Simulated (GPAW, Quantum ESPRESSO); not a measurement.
Consider As (R-3m).

```
As
1.0
     1.88080    1.08588    3.51406
    -1.88080    1.08588    3.51406
     0.00000   -2.17176    3.51406
As
2
Direct
  0.22600 0.22600 0.22600
  0.77400 0.77400 0.77400
```

Absorber: atom 1, with 3 As at 2.51 Å (pyramidal, site symmetry 3m). Method: Quantum ESPRESSO XSpectra, PBE, excited-electron core hole (neutral cell), 12-atom cell with 6.5 Å between holes, 4×4×4 k points, dipole transitions, Lorentzian half width 1.07 eV up to 4 eV, rising linearly to 1.75 eV at 25 eV (not a setting of the program: the run's 0.4 eV curve was folded afterwards with a further Lorentzian).

The database entry behind the starting cell differs from later determinations by our own check (old inner coordinate), so it need not match the best structure at ambient conditions.

What does the As K edge look like?

Main maxima up to 30 eV above the zero (height): 1.2 eV (1.81) and 11.9 eV (0.91). A K edge sees empty p states on the absorber. 

The As K spectrum (energy from the energy zero of the input (xe0, at the border of filled and empty states); intensity scaled to a mean of 1 over the first 20 eV; folded afterwards to Lorentzian half width 1.07 eV up to 4 eV, rising linearly to 1.75 eV at 25 eV; the points at xe0, where the cut of filled states can leave a spike, are interpolated; polarised curves are means over the symmetry-equivalent atoms):

```csv
E (eV),isotropic,ε ⊥ c,ε ∥ c
-2.0,0.33,0.34,0.30
-1.5,0.44,0.45,0.40
-1.0,0.61,0.64,0.56
-0.5,0.90,0.94,0.82
0.0,1.30,1.36,1.18
0.5,1.65,1.72,1.50
1.0,1.80,1.87,1.66
1.5,1.78,1.85,1.64
2.0,1.67,1.75,1.51
2.5,1.56,1.65,1.38
3.0,1.44,1.52,1.28
3.5,1.33,1.39,1.21
4.0,1.23,1.26,1.17
4.5,1.14,1.14,1.15
5.0,1.08,1.06,1.14
5.5,1.03,1.00,1.09
6.0,0.95,0.93,0.99
6.5,0.84,0.84,0.83
7.0,0.74,0.76,0.69
7.5,0.68,0.71,0.60
8.0,0.65,0.70,0.56
8.5,0.66,0.71,0.56
9.0,0.69,0.74,0.59
9.5,0.74,0.79,0.64
10.0,0.79,0.84,0.70
10.5,0.84,0.88,0.76
11.0,0.88,0.91,0.81
11.5,0.90,0.93,0.85
12.0,0.91,0.93,0.87
12.5,0.90,0.92,0.87
13.0,0.89,0.89,0.88
13.5,0.87,0.86,0.88
14.0,0.85,0.83,0.88
14.5,0.84,0.81,0.89
15.0,0.84,0.81,0.91
15.5,0.85,0.82,0.92
16.0,0.86,0.83,0.94
16.5,0.87,0.83,0.95
17.0,0.87,0.84,0.94
17.5,0.87,0.83,0.93
18.0,0.86,0.83,0.91
18.5,0.85,0.83,0.89
19.0,0.84,0.83,0.87
19.5,0.84,0.83,0.85
20.0,0.84,0.83,0.84
20.5,0.84,0.83,0.84
21.0,0.84,0.84,0.84
21.5,0.84,0.84,0.85
22.0,0.85,0.84,0.85
22.5,0.85,0.85,0.85
23.0,0.85,0.84,0.86
23.5,0.84,0.83,0.85
24.0,0.83,0.82,0.84
24.5,0.82,0.81,0.83
25.0,0.81,0.80,0.83
25.5,0.81,0.80,0.83
26.0,0.81,0.80,0.83
26.5,0.81,0.80,0.83
27.0,0.82,0.80,0.84
27.5,0.82,0.81,0.85
28.0,0.83,0.81,0.86
28.5,0.83,0.82,0.87
29.0,0.84,0.83,0.88
29.5,0.85,0.84,0.88
30.0,0.86,0.85,0.88
30.5,0.86,0.85,0.88
31.0,0.86,0.86,0.86
31.5,0.86,0.86,0.85
32.0,0.85,0.86,0.84
```

The unit cell's mesh shows no gap over 0.35 eV. That is right for a metallic compound; for a small-gap or correlated insulator it would be the fault of the functional or of the assumed magnetic order, and the hole would be screened too well. The structure is a published determination, not relaxed.

[Banner, clock and machine lines of the logs are left out without a mark of their own.]

[Logs are printed without paths, hosts, clocks, repeated set-up lines and the standing remarks that a program may print on its own settings, such as how far it seeks lower states.]

[Hosts, paths, dates, database ids (printed as entryN), source tags and the programs' standing remarks are cut or masked in the printed files.]

[Lists of maxima count a maximum above −3 eV only where it reaches 4 % of the highest in the window and stands out from its surroundings by 2 % of it (1.5 % where it reaches 55 %); shoulders and weaker maxima are passed over, and of the rest the first, up to two pre-edge ones and the few strongest are named.]
